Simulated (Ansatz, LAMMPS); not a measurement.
# Molecular dynamics of glassy 68SiO2-14MgO-11ZnO-7BaO (mol %) (75 atoms)

Aim: follow glassy 68SiO2-14MgO-11ZnO-7BaO (mol %) (75 atoms) for a short time with forces from DFT, then look at structure and electrons in the last frame.

Method: Kohn-Sham DFT, PBE, PAW (set soft_2), plane waves, in Ansatz 0.2.0.

### Step 1. The structure

The cell holds 75 atoms: 19 Si, 4 Mg, 3 Zn, 2 Ba and 47 O. Its edges and angles: a = 10.108 Å, b = 10.108 Å, c = 10.108 Å, α = 90.0°, β = 90.0°, γ = 90.0°. 75 atoms (19 Si, 4 Mg, 3 Zn, 2 Ba, 47 O) placed at random at 2.98 g/cm³, melted at 4000 K for 10 ps at fixed volume with the Morse and Coulomb pair potential with partial charges (Pedone, Malavasi, Menziani, Cormack and Segre, J. Phys. Chem. B 110, 11780 (2006)). Quenched from 4000 K to 300 K at 25 K/ps and fixed volume, held 5 ps, then minimised at fixed cell.

Limits known from the start: The quench rate of 25 K/ps is many orders above laboratory rates, so the cell is likely richer in defects and strain than a real sample. The network of bonds at the start is that of the classical potential that made the cell, and needn't be the one that DFT or experiment would give. Sampling is at Γ alone, for a cell whose shortest periodic width is 10 Å. The levels lack spin–orbit coupling, which is large for the heavy elements here.

### Step 2. Dynamics at 300 K

A Nosé–Hoover thermostat steers the temperature while disturbing the dynamics little. The time step is 1.0 fs.

Contents of input.yaml:

```yaml
crystal:
  lattice:
    - [10.1084, 0.0, 0.0]
    - [0.0, 10.1084, 0.0]
    - [0.0, 0.0, 10.1084]
  atoms:
    - { symbol: Si, position: [0.27594, 0.32888, 0.65238] }
    - { symbol: Si, position: [0.2894, 0.90481, 0.64454] }
    - { symbol: Si, position: [0.17283, 0.62327, 0.63268] }
    - { symbol: Si, position: [0.25794, 0.75394, 0.07584] }
    [... 65 atom lines left out ...]
    - { symbol: O, position: [0.75788, 0.60644, 0.7668] }
    - { symbol: O, position: [0.0357, 0.42148, 0.94136] }
    - { symbol: O, position: [0.71581, 0.25134, 0.2243] }
    - { symbol: O, position: [0.57259, 0.1453, 0.69929] }
    - { symbol: O, position: [0.59873, 0.92046, 0.13782] }
    - { symbol: O, position: [0.26425, 0.74668, 0.6673] }
kpoints:
  mp_grid: { grid: [1, 1, 1] }
hamiltonian:
  xc: pbe
scf:
  occupations: { method: fermi_dirac, width: 0.025 }
output:
  forces: true
  stress: true
md:
  timestep: 1.0
  n_steps: 327
  ensemble: nvt_nose_hoover
  temperature: 300
  initial_velocities: maxwell_boltzmann
  seed: 1236
```

Started as:

```sh
> ansatz run input.yaml --threads 4 --pin off --max-ram 8192MiB --backend cpu --events-out ev --progress --plain --runs-dir out
```

Elapsed: 14 min, on 4 threads of Intel Xeon 6975P-C (Granite Rapids), shared host; peak memory 1.5 GiB; 49 min of CPU time.

The program notes that the SCF threshold is loose for the stress and it switched symmetry off.

Rows from the run:

```csv
time (fs),T (K),potential (meV/atom),conserved (meV/atom)
0.0,300,0.0,0.00
22.0,354,-7.1,-0.01
44.0,352,-7.7,0.01
65.0,310,-3.8,0.01
87.0,357,-12.0,-0.03
109.0,327,-10.3,-0.02
131.0,271,-5.1,-0.01
153.0,268,-6.1,0.00
174.0,297,-10.6,-0.01
196.0,284,-9.6,-0.01
218.0,292,-10.8,-0.02
240.0,276,-8.8,-0.01
262.0,280,-9.3,-0.01
283.0,306,-12.5,-0.02
305.0,285,-9.8,-0.02
327.0,304,-12.2,-0.02
```

Mean square displacement from the first frame to the last: Si 0.027 Å², Mg 0.090 Å², Zn 0.061 Å², Ba 0.15 Å², O 0.041 Å².

Table of mean square displacement by time lag:

```csv
time lag (fs),Ba (Å²),Mg (Å²),O (Å²),Si (Å²),Zn (Å²)
1.0,6.4e-6,3.2e-5,4.6e-5,2.9e-5,1.4e-5
14.0,0.00126,0.00581,0.00741,0.00454,0.00268
21.0,0.00282,0.0117,0.0136,0.00793,0.00585
34.0,0.00727,0.0232,0.0235,0.0116,0.0142
48.0,0.0141,0.0318,0.0300,0.0133,0.0257
62.0,0.0229,0.0375,0.0329,0.0154,0.0390
68.0,0.0271,0.0401,0.0348,0.0169,0.0451
82.0,0.0379,0.0469,0.0424,0.0212,0.0596
96.0,0.0498,0.0522,0.0496,0.0244,0.0735
102.0,0.0552,0.0534,0.0519,0.0255,0.0790
116.0,0.0681,0.0543,0.0551,0.0278,0.0901
130.0,0.0815,0.0551,0.0561,0.0292,0.0986
143.0,0.0941,0.0569,0.0575,0.0306,0.103
150.0,0.101,0.0580,0.0588,0.0314,0.104
164.0,0.114,0.0589,0.0609,0.0322,0.103
```

Over the second half of 327 fs the temperature averages 296 K with swings of 15 K r.m.s. The conserved energy stays within 0.04 meV/atom. From first frame to last Ba has the largest mean square displacement, 0.15 Å² at the end; the farthest move is 0.53 Å. Over this window the atoms only vibrate about their places. The run spans 0.33 ps, too short for its means to be equilibrium values.

### Step 3. Local order late in the run

The g(r) is a mean over the second half; what follows it is taken at the last frame.

Density 2.98 g/cm³, 13.77 Å³ an atom.

Mean of 14 frames. Pair distribution functions g(r), in bins of 0.2 Å:

```csv
r (Å),total,O-O,O-Si,O-Mg,O-Zn,O-Ba,Si-Si
1.50,0.68,0.00,2.12,0.00,0.00,0.00,0.00
1.70,3.46,0.00,10.85,0.00,0.07,0.00,0.00
1.90,0.62,0.00,0.00,5.21,5.46,0.00,0.00
2.10,0.33,0.00,0.00,3.65,1.68,0.00,0.00
2.30,0.10,0.00,0.00,0.95,0.71,0.06,0.00
2.50,0.62,1.28,0.00,0.23,0.66,2.21,0.00
2.70,1.91,4.40,0.00,0.02,0.80,2.62,0.02
2.90,0.69,1.00,0.02,0.20,0.15,1.77,1.38
3.10,0.83,0.75,0.15,0.49,0.44,0.63,4.04
3.30,0.83,1.03,0.33,0.52,1.08,0.31,1.41
3.50,0.93,0.65,1.30,0.54,0.50,0.84,0.03
3.70,0.94,0.80,1.57,0.62,0.39,0.54,0.02
3.90,1.02,0.72,1.56,1.17,1.09,0.71,0.41
4.10,1.22,0.66,2.08,1.50,1.86,0.84,0.50
4.30,1.23,0.73,1.79,1.90,1.72,1.03,1.33
4.50,1.10,0.95,1.03,1.68,1.99,1.12,1.64
4.70,0.99,0.99,0.84,0.91,1.03,1.54,1.94
4.90,0.95,1.15,0.52,0.82,0.86,2.15,1.15
```

Bonds by pair of elements; cutoffs follow the first minimum of g(r), held within bounds set by covalent radii, and pairs that aren't listed don't count as bonded:

```csv
pair A-B,cutoff (Å),bonds,mean length (Å),spread (Å),shortest (Å),B about A,A about B
O-Si,2.12,76,1.65,0.04,1.56,1.62,4
O-Mg,2.73,19,2.04,0.14,1.83,0.404,4.75
O-Zn,2.23,10,1.97,0.084,1.84,0.213,3.33
O-Ba,3.29,13,2.81,0.228,2.46,0.277,6.5
```

The cutoff for O-Zn falls short of the minimum of g(r), so counts run low and odd coordinations can be artefacts.

How many atoms have how many bonded neighbours:

```csv
element,mean,2,3,4,5,8
Ba,6.5,0,0,0,1,1
Mg,4.75,0,0,1,3,0
O,2.51,25,20,2,0,0
Si,4,0,0,19,0,0
Zn,3.33,0,2,1,0,0
```

Bond angles (no mean is given where the spread exceeds 20°):

```csv
angle,count,mean (°),spread (°)
O-Si-O,114,109,5.6
O-Ba-O,38,-,-
O-Mg-O,36,-,-
Si-O-Si,29,143,11.2
Mg-O-Si,20,-,-
```

Oxygen atoms by the number of network formers (Si, P, Ge, B, Al, As, Ga) bound to them:

```csv
network formers bound to O,O atoms,per cent
0,0,0
1,18,38.3
2,29,61.7
```

Network units: each former by its oxygen neighbours and how many of them bridge to another former:

```csv
former,O neighbours,bridging O,atoms
Si,4,2,6
Si,4,3,6
Si,4,4,7
```

Bond length by coordination (bonds to H left out):

```csv
element,coordination,atoms,mean bond length (Å)
Ba,5,1,2.68
Ba,8,1,2.88
Mg,4,1,1.90
Mg,5,3,2.08
O,2,25,1.66
O,3,20,2
O,4,2,2.16
Zn,3,2,1.96
Zn,4,1,1.99
```

Rings of the network by King's shortest-path rule, up to 12 atoms, one path for each pair of neighbours; H, halogens, alkali and alkaline-earth atoms are left out, and the last column divides by all other atoms, bonded or not:

```csv
ring size (atoms),rings,per network atom
8,2,0.029
10,4,0.058
12,6,0.087
```

The O-Si-O angle averages 109° with a spread of 6°. Counting bonds to Si alone, not to Zn, 62 % of the oxygens join two of these atoms and 38 % one. The commonest Si unit has 4 oxygens, 4 of them shared with other formers (7 of 19 atoms). Rings of 12 atoms are the most common (50 % of those counted); sizes run from 8 to 12, where the search stops.

### Step 4. Single point at the last frame

The last frame is solved again with fuller output, to read the electronic structure of a thermally displaced geometry.

Contents of input.yaml:

```yaml
crystal:
  lattice:
    - [10.1084, 0.0, 0.0]
    - [0.0, 10.1084, 0.0]
    - [0.0, 0.0, 10.1084]
  atoms:
    - { symbol: Si, position: [0.27739, 0.31581, 0.67267] }
    - { symbol: Si, position: [0.26211, 0.91057, 0.63171] }
    - { symbol: Si, position: [0.18329, 0.60986, 0.63574] }
    - { symbol: Si, position: [0.24682, 0.75395, 0.07907] }
    [... 65 atom lines left out ...]
    - { symbol: O, position: [0.74578, 0.61256, 0.75998] }
    - { symbol: O, position: [0.03067, 0.43148, 0.95552] }
    - { symbol: O, position: [0.72017, 0.2562, 0.22992] }
    - { symbol: O, position: [0.59109, 0.13834, 0.72372] }
    - { symbol: O, position: [0.59333, 0.93379, 0.12745] }
    - { symbol: O, position: [0.26398, 0.74536, 0.67126] }
kpoints:
  mp_grid: { grid: [1, 1, 1] }
hamiltonian:
  xc: pbe
scf:
  occupations: { method: fermi_dirac, width: 0.025 }
output:
  forces: true
  stress: true
  populations: true
  dos:
    method: { smearing: { sigma: 0.08 } }
    de: 0.1
    projected: { site_lists: { Ba: [Ba], Mg: [Mg], O: [O], Si: [Si], Zn: [Zn] } }
  eigenvalues: true
  write_density: true
  write_potential: true
  volumetric_format: npy
  elf: true
```

The job ended after 6.8 s (4 threads; peak memory 1.4 GiB).

Numbers from this run:

```
free energy                                      : -68378.2979 eV
free energy per atom                             : -911.7106 eV/atom
SCF cycles                                       : 9
pressure                                         : -0.4773 GPa
r.m.s. force component                           : 0.7636 eV/Å
longest force                                    : 2.936 eV/Å
Fermi energy                                     : 5.646 eV
gap (highest filled to lowest empty level) : 3.574 eV
spilling of the projection                       : 0.01217
```

Length of the force by element:

```csv
element,coordination,atoms,mean length of the force (eV/Å),spread,least,most
Ba,all,2,0.788,0.0657,0.723,0.854
Mg,all,4,1.19,0.0783,1.08,1.28
O,all,47,1.09,0.486,0.192,2.27
Si,all,19,1.62,0.559,0.772,2.94
Zn,all,3,0.584,0.316,0.225,0.994
```

Löwdin charges by element (they lack the spilled electrons, 0.074 e an atom on average):

```csv
element,coordination,atoms,mean charge (e),spread,least,most
Ba,all,2,1.88,0.0028,1.87,1.88
Mg,all,4,1.62,0.0117,1.61,1.64
O,all,47,-0.885,0.114,-1.09,-0.753
Si,all,19,1.71,0.0403,1.64,1.76
Zn,all,3,1.49,0.0086,1.48,1.50
```

Density of states as counts of states in windows of 1 eV (from the Fermi level), total and the larger projections:

```csv
from (eV),to (eV),total,O p,Si p,Zn d
-10,-9,12.1,8.4,1.3,0.1
-9,-8,18.7,13.4,2.8,0.7
-8,-7,31.3,18.2,3.6,8.2
-7,-6,39.2,20.3,2.4,13.9
-6,-5,45.3,36.0,3.1,3.0
-5,-4,53.3,47.2,1.8,1.7
-4,-3,54.6,50.4,1.2,1.3
-3,-2,38.3,36.0,0.6,0.8
-2,-1,3.7,3.5,0.1,0.0
-1,1,0.0,0.0,0.0,0.0
1,2,2.0,0.1,0.0,0.0
2,3,2.0,0.2,0.2,0.0
3,4,10.1,0.9,1.4,0.0
4,5,22.9,1.7,4.0,0.0
```

The curve was stored every 0.10 eV, coarse against its broadening of 0.08 eV, so these counts are rough.

Between -26 and -10 eV lie 121 more states.

The stored curve holds about 418 of the 454 electrons; the rest, give or take the few that broadening carries across the Fermi level, lie in deeper levels below its range.

The levels nearest the highest filled one (over half full), pooled over k-points and spins:

```csv
level less the highest filled one (eV),occupation
-0.399,2
-0.369,2
-0.305,2
-0.253,2
-0.158,2
0,2
3.57,0
4.68,0
5.08,0
5.48,0
5.49,0
5.70,0
```

Mean Löwdin charges: Ba +1.88, Mg +1.62, O -0.89, Si +1.71, Zn +1.49 e (they miss 1.2 % of the electrons, so they add up to more than the cell's charge).

### Step 5. Summary of results

```yaml
mean_temperature_second_half: 296.5 K
temperature_swing_second_half: 15.44 K
mean_pressure_second_half: 0.8349 GPa
slope_of_the_conserved_energy_against_time_by_least_squares: -0.0676 meV/atom/ps
free_energy_per_atom: -911.7106 eV/atom
pressure: -0.4773 GPa
r_m_s_force_component: 0.7636 eV/Å
spacing_of_highest_filled_and_lowest_empty_level: 3.574 eV
wall_time_of_the_2_dft_runs: 14 min
```

In words: Over the second half of 327 fs the temperature averages 296 K with swings of 15 K r.m.s. The conserved energy stays within 0.04 meV/atom. The run spans 0.33 ps, too short for its means to be equilibrium values. Counting bonds to Si alone, not to Zn, 62 % of the oxygens join two of these atoms and 38 % one. Filled and empty levels are parted by 3.57 eV (at Γ alone); a semilocal functional tends to put such gaps too low. In a disordered cell it changes from sample to sample, and tail or defect levels can set it.

Caveats: The pressure of a single frame lacks the kinetic term, about 0.30 GPa here.

[Logs are printed without paths, hosts, clocks, repeated set-up lines and the standing remarks that a program may print on its own settings, such as how far it seeks lower states.]

[Hosts, paths, dates, database ids (printed as entryN), source tags and the programs' standing remarks are cut or masked in the printed files.]
